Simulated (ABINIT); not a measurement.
**Quasiparticle gap of Te (P3_121) in ABINIT**

Wanted: ground state, empty states, screening and self-energy for Te (P3_121).

Program: ABINIT 10.8.3. Level of theory: PBE and many-body steps on it, plane waves. Results are calculated unless marked as measured.

### 1. The starting structure

The structure is trigonal, space group P3_121 (No. 152). The conventional cell has a = 4.457 Å, b = 4.457 Å, c = 5.929 Å, α = 90.00°, β = 90.00°, γ = 120.00°. Nearest to Te lie 2 Te at 2.84 Å.

Structure file:

```cif
data_structure
_symmetry_space_group_name_H-M 'P3_121'
_symmetry_Int_Tables_number 152
_cell_length_a 4.4572
_cell_length_b 4.4572
_cell_length_c 5.9290
_cell_angle_alpha 90.000
_cell_angle_beta 90.000
_cell_angle_gamma 120.000
_cell_volume 102.01
loop_
_atom_site_label
_atom_site_type_symbol
_atom_site_symmetry_multiplicity
_atom_site_Wyckoff_symbol
_atom_site_fract_x
_atom_site_fract_y
_atom_site_fract_z
_atom_site_occupancy
Te1 Te 3 a 0.26330 0.00000 0.33333 1
```

The cell and positions come from the Crystallography Open Database and are kept as given unless a step says otherwise. Spin-orbit coupling is left out unless a step names it.

### 2. Ground state

This step: ABINIT 10.8.3; DFT, PBE, plane waves, norm-conserving pseudopotentials.

The ground-state density comes first.

run.abi

```
acell 3*1.0 Angstrom
rprim 
  4.457199999972 0.000000000006 0.000000000000
  -2.228599999992 3.860048429721 0.000000000000
  0.000000000000 0.000000000000 5.929000000000
ntypat 1
znucl 52
natom 3
typat 1 1 1
xred 
  0.263300000000 0.000000000000 0.333333333333
  -0.000000000000 0.263300000000 0.666666666667
  0.736700000000 0.736700000000 -0.000000000000
pp_dirpath "pseudos"
pseudos "Te.upf"
ecut 39
ngkpt 3 3 4
nshiftk 1
shiftk 0 0 0
kptopt 1
chksymbreak 0
nband 41
occopt 1
tolvrs 1e-08
nstep 60
prtwf 0
optforces 0
optstress 0
indata_prefix "in"
outdata_prefix "out"
tmpdata_prefix "tmp"
```

On the command line:

```sh
OMP_NUM_THREADS=1 mpirun -n 8 abinit run.abi > log
```

Numbers of over 12 decimals in the logs are rounded to 6 here.

Log:

```text
.Version 10.8.3 of ABINIT. v10.8.2 released Aug 2026.

 Symmetries : space group P3_1 2 1 (#152); Bravais hP (primitive hexag.)
================================================================================
 Values of the parameters that define the memory need of the present run
     intxc =       0    ionmov =       0      iscf =       7    lmnmax =       8
     lnmax =       8     mgfft =      64  mpssoang =       4    mqgrid =    3150
     natom =       3  nloc_mem =       1    nspden =       1   nspinor =       1
    nsppol =       1      nsym =       6    n1xccc =    2501    ntypat =       1
    occopt =       1   xclevel =       2
-    mband =          41        mffmem =           1         mkmem =           2
       mpw =        8022          nfft =      147456          nkpt =          10
================================================================================
  Rough estimation (10% accuracy) of disk space for files :
================================================================================

--------------------------------------------------------------------------------
------------- Echo of variables that govern the present computation ------------
--------------------------------------------------------------------------------
 -outvars: echo values of preprocessed input variables --------
            acell      1.8897261259E+00  1.8897261259E+00  1.8897261259E+00 Bohr

      chksymbreak           0
             ecut      3.90000000E+01 Hartree
-          fftalg         312

              ixc     -101130
              kpt      0.00000000E+00  0.00000000E+00  0.00000000E+00
                       3.33333333E-01  0.00000000E+00  0.00000000E+00
                       3.33333333E-01  3.33333333E-01  0.00000000E+00
                       0.00000000E+00  0.00000000E+00  2.50000000E-01
                       3.33333333E-01  0.00000000E+00  2.50000000E-01
                      -3.33333333E-01  0.00000000E+00  2.50000000E-01
                       3.33333333E-01  3.33333333E-01  2.50000000E-01
                       0.00000000E+00  0.00000000E+00  5.00000000E-01
                       3.33333333E-01  0.00000000E+00  5.00000000E-01
                       3.33333333E-01  3.33333333E-01  5.00000000E-01
         kptrlatt        3    0    0      0    3    0      0    0    4
          kptrlen      2.52686619E+01
P           mkmem           2
            natom           3
            nband          41
            ngfft          48      48      64
             nkpt          10
            nstep          60
             nsym           6
           ntypat           1
              occ      2.000000  2.000000  2.000000  2.000000  2.000000  2.000000
                       2.000000  2.000000  2.000000  2.000000  2.000000  2.000000
                       2.000000  2.000000  2.000000  2.000000  2.000000  2.000000
                       2.000000  2.000000  2.000000  2.000000  2.000000  2.000000
                       2.000000  2.000000  2.000000  2.000000  2.000000  2.000000
                       2.000000  2.000000  2.000000  2.000000  2.000000  2.000000
                       0.000000  0.000000  0.000000  0.000000  0.000000
        optforces           0
        optstress           0
            prtwf           0
            rprim      4.4572000000E+00  6.0000000000E-12  0.0000000000E+00
                      -2.2286000000E+00  3.8600484297E+00  0.0000000000E+00
[...]
spgroup         152

           tolvrs      1.00000000E-08

             xred      2.6330000000E-01  9.2518585385E-17  3.3333333333E-01
[...]
znucl       52.00000

================================================================================

 chkinp: Checking input parameters for consistency.

================================================================================
== DATASET  1 ==================================================================
-   mpi_nproc: 8, omp_nthreads: 1 (-1 if OMP is not activated)
-    --> not optimal distribution: autoparal keyword recommended in input file <--

--- !DatasetInfo
iteration_state: {dtset: 1, }
dimensions: {natom: 3, nkpt: 10, mband: 41, nsppol: 1, nspinor: 1, nspden: 1, mpw: 8022, }
cutoff_energies: {ecut:  39.0, pawecutdg:  -1.0, }
electrons: {nelect:   7.20000000E+01, charge:   0.00000000E+00, occopt:   1.00000000E+00, tsmear:   1.00000000E-02, }

 Real(R)+Recip(G) space primitive vectors, cartesian coordinates (Bohr,Bohr^-1):
 R(1)=  8.4228873  0.0000000  0.0000000  G(1)=  0.1187241  0.0685454  0.0000000
 R(2)= -4.2114436  7.2944344  0.0000000  G(2)=  0.0000000  0.1370908  0.0000000
 R(3)=  0.0000000  0.0000000 11.2041862  G(3)=  0.0000000  0.0000000  0.0892524
 Unit cell volume ucvol=  6.8838742E+02 bohr^3
 Angles (23,13,12)=  9.00000000E+01  9.00000000E+01  1.20000000E+02 degrees

 getcut: wavevector=  0.0000  0.0000  0.0000  ngfft=  48  48  64
         ecut(hartree)=     39.000   => boxcut(ratio)=   2.02714

--- Pseudopotential description ------------------------------------------------
- Te Generated using ONCVPSP code by D. R. Hamann
- 52.00000  24.00000  220131                  znucl, zion, pspdat
12 -101130 3 -1 1294                          pspcod,pspxc,lmax,lloc,mmax
     nproj     2     2     2     2
  pspatm : epsatm=   28.89495404
         --- l  ekb(1:nproj) -->
[...]
pspatm: atomic psp has been read  and splines computed

   6.24131007E+03                                ecore*ucvol(ha*bohr**3)
--------------------------------------------------------------------------------

_setup2: Arith. and geom. avg. npw (full set) are    8008.972    8008.968

================================================================================

--- !BeginCycle
iteration_state: {dtset: 1, }
solver: {iscf: 7, nstep: 60, nline: 4, wfoptalg: 0, }
tolerances: {tolvrs: 1.00E-08, }

     iter   Etot(hartree)      deltaE(h)  residm     vres2
 ETOT  1  -839.07823236603    -8.391E+02 1.192E+00 2.989E+01
 ETOT  2  -841.45455525990    -2.376E+00 4.324E-03 1.125E+01
 ETOT  3  -841.45609098505    -1.536E-03 2.434E-03 3.149E+00
 ETOT  4  -841.45631362221    -2.226E-04 4.200E-04 5.352E-01
 ETOT  5  -841.45641316345    -9.954E-05 2.704E-04 3.194E-03
 ETOT  6  -841.45641336457    -2.011E-07 2.029E-05 3.670E-04
 ETOT  7  -841.45641340065    -3.608E-08 1.270E-05 1.304E-05
 ETOT  8  -841.45641340291    -2.262E-09 9.086E-07 2.194E-06
 ETOT  9  -841.45641340327    -3.615E-10 6.028E-07 5.421E-08
 ETOT 10  -841.45641340329    -1.762E-11 4.357E-08 9.353E-10

 At SCF step   10       vres2   =  9.35E-10 < tolvrs=  1.00E-08 =>converged.

--- !ResultsGS
iteration_state: {dtset: 1, }
comment   : Summary of ground state results
lattice_vectors:
- [  8.4228873,   0.0000000,   0.0000000, ]
- [ -4.2114436,   7.2944344,   0.0000000, ]
- [  0.0000000,   0.0000000,  11.2041862, ]
lattice_lengths: [   8.42289,    8.42289,   11.20419, ]
lattice_angles: [ 90.000,  90.000, 120.000, ] # degrees, (23, 13, 12)
lattice_volume:   6.8838742E+02
convergence: {deltae: -1.762E-11, res2:  9.353E-10, residm:  4.357E-08, diffor:  0.000E+00, }
etotal    :  -8.41456413E+02
entropy   :   0.00000000E+00
fermie    :   2.49476202E-01
cartesian_stress_tensor: null
pressure_GPa: null
xred      :
- [  2.6330E-01,   9.2519E-17,   3.3333E-01, Te]
- [ -6.8916E-19,   2.6330E-01,   6.6667E-01, Te]
- [  7.3670E-01,   7.3670E-01,   7.4015E-17, Te]
cartesian_forces: null
force_length_stats: {min: null, max: null, mean: null, }

 Integrated electronic density in atomic spheres:
 ------------------------------------------------
 Atom  Sphere_radius  Integrated_density
[...]
2        2.00000         19.90223792
    3        2.00000         19.89994489
================================================================================

 ----iterations are completed or convergence reached----

 Mean square residual over all n,k,spin=   11.731E-11; max=  43.574E-09
 reduced coordinates (array xred) for    3 atoms
       0.263300000000      0.000000000000      0.333333333333
      -0.000000000000      0.263300000000      0.666666666667
       0.736700000000      0.736700000000      0.000000000000
 rms dE/dt=  0.0000E+00; max dE/dt=  0.0000E+00; dE/dt below (all hartree)
    1       0.000000000000      0.000000000000      0.000000000000
    2       0.000000000000      0.000000000000      0.000000000000
    3       0.000000000000      0.000000000000      0.000000000000

 cartesian coordinates (angstrom) at end:
    1      1.173581     1.58e-12     1.976333
    2     -0.586790     1.016351     3.952667
    3      1.641810     2.843698     0.000000
 length scales=  1.889726125908  1.889726125908  1.889726125908 bohr
              =  1.000000000000  1.000000000000  1.000000000000 angstroms
 prteigrs : about to open file out_EIG
 Fermi (or HOMO) energy (hartree) =   0.24948   Average Vxc (hartree)=  -0.35642
 Eigenvalues (hartree) for nkpt=  10  k points:
 kpt#   1, nband= 41, wtk=  0.02778, kpt=  0.0000  0.0000  0.0000 (reduced coord)
  -5.63133   -5.63132   -5.63132   -3.79682   -3.79682   -3.79672   -3.79568   -3.79561
  -3.79561   -3.78982   -3.78982   -3.78982   -1.12452   -1.12452   -1.12255   -1.12243
  -1.12243   -1.11948   -1.11746   -1.11729   -1.11729   -1.11637   -1.11617   -1.11617
  -1.11554   -1.11438   -1.11438   -0.25162   -0.12937   -0.12937    0.13671    0.14717
   0.14717    0.18924    0.18924    0.22247    0.28817    0.28817    0.31134    0.43337
   0.43337
 prteigrs : prtvol=0 or 1, do not print more k-points.

--- !EnergyTerms
iteration_state     : {dtset: 1, }
comment             : Components of total free energy in Hartree
kinetic             :  2.83704648688696E+02
hartree             :  2.99016927331892E+02
xc                  : -1.08433172432270E+02
Ewald energy        : -3.95809479043991E+02
psp_core            :  9.06656608642040E+00
local_psp           : -8.86335342454546E+02
non_local_psp       : -4.26665615794894E+01
total_energy        : -8.41456413403288E+02
total_energy_eV     : -2.28971954742747E+04
band_energy         : -1.34877680290264E+02

== END DATASET(S) ==============================================================
================================================================================

 -outvars: echo values of variables after computation  --------
           etotal     -8.4145641340E+02
            nband          41
             nkpt          10
          spgroup         152
 [... the other variables as echoed above ...]

 Calculation completed.
```

It took 40 s on 8 MPI ranks of Intel Xeon 6975P-C (Granite Rapids), shared host; peak memory 0.82 GiB.

This step gave:

* total energy: -22897.1955 eV
* gap: 0.1818 eV
* k of the valence top: 0.3333, 0.3333, 0.5
* k of the conduction bottom: 0.3333, 0.3333, 0.5
* least direct gap: 0.1818 eV

The gap is direct, at (0.333, 0.333, 0.500).

[end of part 1 of 3]

[Paths, hosts, dates, memory and timing lines, banners, echoed tables and standing remarks are left out of the program output.]

[Logs are printed without paths, hosts, clocks, repeated set-up lines and the standing remarks that a program may print on its own settings, such as how far it seeks lower states.]

[Runs of the session that timed out or met a known fault of the program may be left out.]

[Hosts, paths, dates, database ids (printed as entryN), source tags and the programs' standing remarks are cut or masked in the printed files.]

[G0W0 gaps are taken among the corrected bands and points alone; a level outside them can change the order at an edge.]

[Where Ansatz stands beside ABINIT at settings called matched, ABINIT's density can come from a denser mesh and the files from another edition; pairs whose starting gaps differed by over 0.03 eV were left out, so agreement reads better than it is.]
